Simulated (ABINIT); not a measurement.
**MgO (Fm-3m): a self-consistent loop beyond G0W0, cycle by cycle**

How far does self-consistency move the gap of MgO (Fm-3m)?

Method: PBE and many-body steps on it, plane waves, in ABINIT 10.8.3.

**What was measured.**

- Gap 7.83 eV: literature experimental gap; bulk crystal (quoted in “Electronic structure of alkaline earth and post-transition metal oxides”, 2009, arxiv:0908.1581).

Most raw output is cut from this account.

### 1. The starting structure

The structure is cubic, space group Fm-3m (No. 225). The conventional cell has a = 4.194 Å, b = 4.194 Å, c = 4.194 Å, α = 90.00°, β = 90.00°, γ = 90.00°. Mg has 6 O at 2.10 Å nearest. O has 6 Mg at 2.10 Å nearest. Farther neighbours and most contacts between anions are not listed.

As a file:

```cif
data_structure
_symmetry_space_group_name_H-M 'Fm-3m'
_symmetry_Int_Tables_number 225
_cell_length_a 4.1940
_cell_length_b 4.1940
_cell_length_c 4.1940
_cell_angle_alpha 90.000
_cell_angle_beta 90.000
_cell_angle_gamma 90.000
_cell_volume 73.77
loop_
_atom_site_label
_atom_site_type_symbol
_atom_site_symmetry_multiplicity
_atom_site_Wyckoff_symbol
_atom_site_fract_x
_atom_site_fract_y
_atom_site_fract_z
_atom_site_occupancy
Mg1 Mg 4 a 0.00000 0.00000 0.00000 1
O1 O 4 b 0.50000 0.00000 0.00000 1
```

The cell and positions are those that the Materials Project relaxed with its own functionals (PBE, PBE+U or r2SCAN), kept fixed.

### 2. Empty states on the mesh, 6×6×6 mesh, 152 bands

This step: ABINIT 10.8.3; DFT, PBE, plane waves, norm-conserving pseudopotentials.

The sums over transitions need many empty states on a uniform mesh; this step solves for them.

Contents of run.abi:

```
acell 3*1.0 Angstrom
rprim 
  -0.000000000000 2.097001392700 2.097001392700
  2.097001392700 0.000000000000 2.097001392700
  2.097001392700 2.097001392700 0.000000000000
ntypat 2
znucl 12 8
natom 2
typat 1 2
xred 
  0.000000000000 0.000000000000 0.000000000000
  0.500000000000 0.500000000000 0.500000000000
pp_dirpath "pseudos"
pseudos "Mg.upf, O.upf"
ecut 38
ngkpt 6 6 6
nshiftk 1
shiftk 0 0 0
kptopt 1
chksymbreak 0
irdden 1
istwfk *1
nband 152
prtvol 0
optdriver 6
gwr_task "HDIAGO"
paral_kgb 0
occopt 1
indata_prefix "in"
outdata_prefix "out"
tmpdata_prefix "tmp"
```

The run is started by

```
> OMP_NUM_THREADS=1 mpirun -n 8 abinit run.abi > log
```

Run time: 4.8 s. Hardware: 8 MPI ranks of Intel Xeon Platinum 8488C (Sapphire Rapids), shared host; peak memory 1.3 GiB; 37 s of CPU time.

This step gave:

```
gap                                                           : 4.895 eV
k of the valence top                                          : 0, 0, 0
k of the conduction bottom                                    : 0, 0, 0
least direct gap                                              : 4.895 eV
k points computed                                             : 16
lowest point of the top converged band, above the valence top : 203.5316 eV
```

On this mesh the gap is 4.895 eV.

The density comes from a self-consistent run that is not shown.

### 3. Screening, 6×6×6 mesh, 144 bands, screening to 261.2 eV

The RPA dielectric matrix is built and inverted for each q.

This step: RPA screening on PBE, plane waves, norm-conserving pseudopotentials.

run.abi: that of step 2 with these lines changed.

```diff
@@ -20,10 +20,11 @@
 chksymbreak 0
-irdden 1
 istwfk *1
-nband 152
-prtvol 0
-optdriver 6
-gwr_task "HDIAGO"
-paral_kgb 0
 occopt 1
+irdwfk 1
+optdriver 3
+nband 144
+ecuteps 9.6
+inclvkb 2
+awtr 1
+symchi 1
 indata_prefix "in"
```

It took 52 s on 8 MPI ranks; peak memory 1.5 GiB.

Numbers from this step:

```yaml
eps_infinity_with_local_fields_on_this_mesh_along_the_program_s_q_direction: 3.019
the_same_without_local_fields: 3.238
plasma_frequency: 34.59 eV
plane_waves_in_the_screening_matrix: 169
```

Local fields lower ε∞ by 7 %.

### 4. G0W0

The self-energy is evaluated for the states that the input lists, and the levels follow from it, in one-shot runs by the linearised quasiparticle equation.

This step: G0W0 on PBE, plane waves, norm-conserving pseudopotentials.

run.abi: that of step 3 with these lines changed.

```diff
@@ -23,8 +23,15 @@
 irdwfk 1
-optdriver 3
+optdriver 4
 nband 144
+gwcalctyp 0
+ecutsigx 38
+symsigma 1
+nkptgw 1
+kptgw 
+  0.0000000000 0.0000000000 0.0000000000
+bdgw 
+  6 12
 ecuteps 9.6
-inclvkb 2
-awtr 1
-symchi 1
+irdscr 1
+ppmodel 1
 indata_prefix "in"
```

Wall time 4.6 s (8 MPI ranks); peak memory 1.2 GiB.

This step gave:

| Property | Result |
| --- | --- |
| G0W0 gap on the points computed | 7.253 eV |
| starting gap on the mesh | 4.895 eV |
| k of the valence top | 0, 0, 0 |
| k of the conduction bottom | 0, 0, 0 |
| Z at the valence top | 0.808 |
| Z at the conduction bottom | 0.855 |
| least direct G0W0 gap on the computed points | 7.253 eV |

The gap on the mesh goes from 4.89 eV to 7.25 eV, a correction of +2.36 eV.

### 5. evGW0, cycle 1

This step: evGW0 on PBE, plane waves, norm-conserving pseudopotentials.

run.abi: that of step 4 with these lines changed.

```diff
@@ -25,10 +25,40 @@
 nband 144
-gwcalctyp 0
+gwcalctyp 10
 ecutsigx 38
 symsigma 1
-nkptgw 1
+nkptgw 16
 kptgw 
   0.0000000000 0.0000000000 0.0000000000
+  0.1666666667 0.0000000000 0.0000000000
+  0.3333333333 0.0000000000 0.0000000000
+  0.5000000000 0.0000000000 0.0000000000
+  0.1666666667 0.1666666667 0.0000000000
+  0.3333333333 0.1666666667 0.0000000000
+  0.5000000000 0.1666666667 0.0000000000
+  -0.3333333333 0.1666666667 0.0000000000
+  -0.1666666667 0.1666666667 0.0000000000
+  0.3333333333 0.3333333333 0.0000000000
+  0.5000000000 0.3333333333 0.0000000000
+  -0.3333333333 0.3333333333 0.0000000000
+  0.5000000000 0.5000000000 0.0000000000
+  0.5000000000 0.3333333333 0.1666666667
+  -0.3333333333 0.3333333333 0.1666666667
+  -0.3333333333 0.5000000000 0.1666666667
 bdgw 
-  6 12
+  1 15
+  1 15
+  1 15
+  1 15
+  1 15
+  1 15
+  1 15
+  1 15
+  1 15
+  1 15
+  1 15
+  1 15
+  1 15
+  1 15
+  1 15
+  1 15
 ecuteps 9.6
```

Wall time 7.2 min (8 MPI ranks); peak memory 2.2 GiB.

Numbers from this step:

```
quasiparticle gap on the mesh                         : 7.756 eV
gap of the density functional on the mesh             : 4.895 eV
k of the valence top                                  : 0, 0, 0
k of the conduction bottom                            : 0, 0, 0
Z at the valence top                                  : 0.808
Z at the conduction bottom                            : 0.855
least direct quasiparticle gap on the computed points : 7.756 eV
```

Against G0W0 in ABINIT (6×6×6 mesh, 144 bands, screening to 261.2 eV, Godby-Needs plasmon pole), the gap moves by +0.503 eV. This first cycle still uses the starting levels; it takes the full correction, at all points of the mesh, and its linearised value is 7.253 eV.

### 6. evGW0, cycle 2

The corrected levels of the last cycle go back in.

run.abi: that of step 5 with these lines changed.

```diff
@@ -66,2 +66,3 @@
 ppmodel 1
+irdqps 1
 indata_prefix "in"
```

Run time: 7.2 min. Hardware: 8 MPI ranks; peak memory 2.2 GiB; 58 min of CPU time.

Numbers from this step:

```
quasiparticle gap on the mesh                         : 7.636 eV
gap of the density functional on the mesh             : 4.895 eV
k of the valence top                                  : 0, 0, 0
k of the conduction bottom                            : 0, 0, 0
least direct quasiparticle gap on the computed points : 7.636 eV
```

Against the cycle before, the gap moves by −0.120 eV.

### 7. evGW0, cycle 3

run.abi is that of step 6.

The job ended after 7.3 min (8 MPI ranks; peak memory 2.2 GiB; 58 min of CPU time).

Numbers from this step:

```
quasiparticle gap on the mesh                         : 7.634 eV
gap of the density functional on the mesh             : 4.895 eV
k of the valence top                                  : 0, 0, 0
k of the conduction bottom                            : 0, 0, 0
least direct quasiparticle gap on the computed points : 7.634 eV
```

Against the cycle before, the gap moves by −0.002 eV.

### 8. Screening, 6×6×6 mesh, 144 bands, screening to 261.2 eV

This step: RPA screening on PBE, plane waves, norm-conserving pseudopotentials.

Contents of run.abi:

```
acell 3*1.0 Angstrom
rprim 
  -0.000000000000 2.097001392700 2.097001392700
  2.097001392700 0.000000000000 2.097001392700
  2.097001392700 2.097001392700 0.000000000000
ntypat 2
znucl 12 8
natom 2
typat 1 2
xred 
  0.000000000000 0.000000000000 0.000000000000
  0.500000000000 0.500000000000 0.500000000000
pp_dirpath "pseudos"
pseudos "Mg.upf, O.upf"
ecut 38
ngkpt 6 6 6
nshiftk 1
shiftk 0 0 0
kptopt 1
chksymbreak 0
istwfk *1
occopt 1
irdwfk 1
optdriver 3
nband 144
ecuteps 9.6
inclvkb 2
awtr 1
symchi 1
gwcalctyp 10
mbpt_sciss 3.232 eV
nqptdm 1
qptdm 
  0 0 0
indata_prefix "in"
outdata_prefix "out"
tmpdata_prefix "tmp"
```

The job ended after 3.5 s (8 MPI ranks; peak memory 1.3 GiB; 26 s of CPU time).

Numbers from this step:

```
ε∞ with local fields, on this mesh, along the program's q direction : 2.603
the same without local fields                                       : 2.758
plasma frequency                                                    : 34.59 eV
plane waves in the screening matrix                                 : 169
```

This screening uses the functional's bands under a rigid shift, the mean opening of the cycle before.

### 9. Screening, 6×6×6 mesh, 144 bands, screening to 261.2 eV

This step: RPA screening on PBE from quasiparticle energies, plane waves, norm-conserving pseudopotentials.

run.abi: that of step 8 with these lines changed.

```diff
@@ -29,7 +29,21 @@
 symchi 1
+irdqps 1
 gwcalctyp 10
-mbpt_sciss 3.232 eV
-nqptdm 1
+nqptdm 15
 qptdm 
-  0 0 0
+  0.1666666667 0.0000000000 0.0000000000
+  0.3333333333 0.0000000000 0.0000000000
+  0.5000000000 0.0000000000 0.0000000000
+  0.1666666667 0.1666666667 0.0000000000
+  0.3333333333 0.1666666667 0.0000000000
+  0.5000000000 0.1666666667 0.0000000000
+  -0.3333333333 0.1666666667 0.0000000000
+  -0.1666666667 0.1666666667 0.0000000000
+  0.3333333333 0.3333333333 0.0000000000
+  0.5000000000 0.3333333333 0.0000000000
+  -0.3333333333 0.3333333333 0.0000000000
+  0.5000000000 0.5000000000 0.0000000000
+  0.5000000000 0.3333333333 0.1666666667
+  -0.3333333333 0.3333333333 0.1666666667
+  -0.3333333333 0.5000000000 0.1666666667
 indata_prefix "in"
```

Contents of mrgscr.stdin:

```
2
merged
q0_SCR
out_SCR
1
```

The run is started by

```
> OMP_NUM_THREADS=1 mpirun -n 8 abinit run.abi > log; mrgscr < mrgscr.stdin
```

The job ended after 52 s (8 MPI ranks; peak memory 1.5 GiB; 6.9 min of CPU time).

This step gave:

| Item | Value |
| --- | --- |
| plasma frequency | 34.59 eV |
| plane waves in the screening matrix | 169 |

This screening reads the quasiparticle levels of the cycle before.

### 10. evGW, cycle 1

This step: evGW on PBE, plane waves, norm-conserving pseudopotentials.

run.abi: that of step 9 with these lines changed.

```diff
@@ -23,12 +23,10 @@
 irdwfk 1
-optdriver 3
+optdriver 4
 nband 144
-ecuteps 9.6
-inclvkb 2
-awtr 1
-symchi 1
-irdqps 1
 gwcalctyp 10
-nqptdm 15
-qptdm 
+ecutsigx 38
+symsigma 1
+nkptgw 16
+kptgw 
+  0.0000000000 0.0000000000 0.0000000000
   0.1666666667 0.0000000000 0.0000000000
@@ -48,2 +46,23 @@
   -0.3333333333 0.5000000000 0.1666666667
+bdgw 
+  1 15
+  1 15
+  1 15
+  1 15
+  1 15
+  1 15
+  1 15
+  1 15
+  1 15
+  1 15
+  1 15
+  1 15
+  1 15
+  1 15
+  1 15
+  1 15
+ecuteps 9.6
+irdscr 1
+ppmodel 1
+irdqps 1
 indata_prefix "in"
```

The run is started by

```
> OMP_NUM_THREADS=1 mpirun -n 8 abinit run.abi > log
```

Elapsed: 7.3 min, on 8 MPI ranks; peak memory 2.2 GiB.

This step gave:

```yaml
quasiparticle_gap_on_the_mesh: 8.263 eV
gap_of_the_density_functional_on_the_mesh: 4.895 eV
k_of_the_valence_top: 0, 0, 0
k_of_the_conduction_bottom: 0, 0, 0
least_direct_quasiparticle_gap_on_the_computed_points: 8.263 eV
```

Against G0W0 in ABINIT (6×6×6 mesh, 144 bands, screening to 261.2 eV, Godby-Needs plasmon pole), the gap moves by +1.010 eV.

### 11. Screening, 6×6×6 mesh, 144 bands, screening to 261.2 eV

This step: RPA screening on PBE, plane waves, norm-conserving pseudopotentials.

Contents of run.abi:

```
acell 3*1.0 Angstrom
rprim 
  -0.000000000000 2.097001392700 2.097001392700
  2.097001392700 0.000000000000 2.097001392700
  2.097001392700 2.097001392700 0.000000000000
ntypat 2
znucl 12 8
natom 2
typat 1 2
xred 
  0.000000000000 0.000000000000 0.000000000000
  0.500000000000 0.500000000000 0.500000000000
pp_dirpath "pseudos"
pseudos "Mg.upf, O.upf"
ecut 38
ngkpt 6 6 6
nshiftk 1
shiftk 0 0 0
kptopt 1
chksymbreak 0
istwfk *1
occopt 1
irdwfk 1
optdriver 3
nband 144
ecuteps 9.6
inclvkb 2
awtr 1
symchi 1
gwcalctyp 10
mbpt_sciss 3.930 eV
nqptdm 1
qptdm 
  0 0 0
indata_prefix "in"
outdata_prefix "out"
tmpdata_prefix "tmp"
```

Elapsed: 3.2 s, on 8 MPI ranks; peak memory 1.4 GiB.

Numbers from this step:

* ε∞ with local fields, on this mesh, along the program's q direction: 2.538
* the same without local fields: 2.683
* plasma frequency: 34.59 eV
* plane waves in the screening matrix: 169

This screening uses the functional's bands under a rigid shift, the mean opening of the cycle before.

### 12. Screening, 6×6×6 mesh, 144 bands, screening to 261.2 eV

This step: RPA screening on PBE from quasiparticle energies, plane waves, norm-conserving pseudopotentials.

run.abi: that of step 11 with these lines changed.

```diff
@@ -29,7 +29,21 @@
 symchi 1
+irdqps 1
 gwcalctyp 10
-mbpt_sciss 3.930 eV
-nqptdm 1
+nqptdm 15
 qptdm 
-  0 0 0
+  0.1666666667 0.0000000000 0.0000000000
+  0.3333333333 0.0000000000 0.0000000000
+  0.5000000000 0.0000000000 0.0000000000
+  0.1666666667 0.1666666667 0.0000000000
+  0.3333333333 0.1666666667 0.0000000000
+  0.5000000000 0.1666666667 0.0000000000
+  -0.3333333333 0.1666666667 0.0000000000
+  -0.1666666667 0.1666666667 0.0000000000
+  0.3333333333 0.3333333333 0.0000000000
+  0.5000000000 0.3333333333 0.0000000000
+  -0.3333333333 0.3333333333 0.0000000000
+  0.5000000000 0.5000000000 0.0000000000
+  0.5000000000 0.3333333333 0.1666666667
+  -0.3333333333 0.3333333333 0.1666666667
+  -0.3333333333 0.5000000000 0.1666666667
 indata_prefix "in"
```

mrgscr.stdin is that of step 9.

The run is started by

```
> OMP_NUM_THREADS=1 mpirun -n 8 abinit run.abi > log; mrgscr < mrgscr.stdin
```

Wall time 52 s (8 MPI ranks); peak memory 1.5 GiB.

This step gave:

| Property | Result |
| --- | --- |
| plasma frequency | 34.59 eV |
| plane waves in the screening matrix | 169 |

This screening reads the quasiparticle levels of the cycle before.

### 13. evGW, cycle 2

This step: evGW on PBE, plane waves, norm-conserving pseudopotentials.

run.abi: that of step 12 with these lines changed.

```diff
@@ -23,12 +23,10 @@
 irdwfk 1
-optdriver 3
+optdriver 4
 nband 144
-ecuteps 9.6
-inclvkb 2
-awtr 1
-symchi 1
-irdqps 1
 gwcalctyp 10
-nqptdm 15
-qptdm 
+ecutsigx 38
+symsigma 1
+nkptgw 16
+kptgw 
+  0.0000000000 0.0000000000 0.0000000000
   0.1666666667 0.0000000000 0.0000000000
@@ -48,2 +46,23 @@
   -0.3333333333 0.5000000000 0.1666666667
+bdgw 
+  1 15
+  1 15
+  1 15
+  1 15
+  1 15
+  1 15
+  1 15
+  1 15
+  1 15
+  1 15
+  1 15
+  1 15
+  1 15
+  1 15
+  1 15
+  1 15
+ecuteps 9.6
+irdscr 1
+ppmodel 1
+irdqps 1
 indata_prefix "in"
```

The run is started by

```
> OMP_NUM_THREADS=1 mpirun -n 8 abinit run.abi > log
```

Wall time 7.2 min (8 MPI ranks); peak memory 2.2 GiB; 58 min of CPU time.

This step gave:

- quasiparticle gap on the mesh: 8.351 eV
- gap of the density functional on the mesh: 4.895 eV
- k of the valence top: 0, 0, 0
- k of the conduction bottom: 0, 0, 0
- least direct quasiparticle gap on the computed points: 8.351 eV

Against the cycle before, the gap moves by +0.088 eV.

### 14. The runs together

Times are wall times on 8 MPI ranks of Intel Xeon Platinum 8488C (Sapphire Rapids), shared host, good to a factor of about two. A run's time includes the screening step that it read.

```csv
run,mesh,bands,screening cutoff (eV),DFT gap (eV),gap on the mesh (eV),direct (eV),ε∞ used,time
G0W0,6×6×6,144,261.2,4.895,7.253,7.253,3.02,56 s
"evGW0, cycle 1",6×6×6,144,261.2,4.895,7.756,7.756,3.02,8.1 min
"evGW0, cycle 2",6×6×6,144,261.2,4.895,7.636,7.636,3.02,8.1 min
"evGW0, cycle 3",6×6×6,144,261.2,4.895,7.634,7.634,3.02,8.1 min
"evGW, cycle 1",6×6×6,144,261.2,4.895,8.263,8.263,2.60,8.2 min
"evGW, cycle 2",6×6×6,144,261.2,4.895,8.351,8.351,2.54,8.1 min
```

### 15. What came out

| Item | Value |
| --- | --- |
| G0W0 | 7.253 eV |
| evGW0, cycle 1 | 7.756 eV |
| evGW0, cycle 2 | 7.636 eV |
| evGW0, cycle 3 | 7.634 eV |
| evGW, cycle 1 | 8.263 eV |
| evGW, cycle 2 | 8.351 eV |
| known limits | not at the basis limit |

**Reading.** Only the bands that the input lists are updated; the others, empty or deep, keep the functional's energies or take a rigid shift. The evGW loop starts from the last levels of evGW0, so its cycles and time come on top of those. evGW0 ends at 7.63 eV, +0.38 eV from G0W0, after 3 cycles that took 22 min beside the first screening; the last moved the gap by 0.002 eV. evGW ends at 8.35 eV, +1.10 eV from G0W0, after 2 cycles that took 16 min beside the first screening; the last moved the gap by 0.088 eV, so the loop had not settled. The first cycle of evGW0 takes the full correction, without the factor Z, so it overshoots the one-shot value. Against experiment, by evGW, cycle 2: the gap of 8.35 eV lies +0.52 eV from the measured 7.83 eV (kind not stated, quoted 2009). These are gaps on the mesh, at modest bands and cutoff. The calculation has static nuclei and no excitons; a measured gap holds zero-point and thermal motion, which mostly lowers it. Bands and cutoff are finite, so the gap is not at the basis limit. The miss can reach some tenths of an eV and take either sign; the mesh is an error of its own. In the updated screening the q = 0 part is built from Kohn-Sham bands under a rigid shift, the other q from the quasiparticle levels.

[Paths, hosts, dates, memory and timing lines, banners, echoed tables and standing remarks are left out of the program output.]

[Logs are printed without paths, hosts, clocks, repeated set-up lines and the standing remarks that a program may print on its own settings, such as how far it seeks lower states.]

[Runs of the session that timed out or met a known fault of the program may be left out.]

[Hosts, paths, dates, database ids (printed as entryN), source tags and the programs' standing remarks are cut or masked in the printed files.]

[G0W0 gaps are taken among the corrected bands and points alone; a level outside them can change the order at an edge.]

[Where Ansatz stands beside ABINIT at settings called matched, ABINIT's density can come from a denser mesh and the files from another edition; pairs whose starting gaps differed by over 0.03 eV were left out, so agreement reads better than it is.]
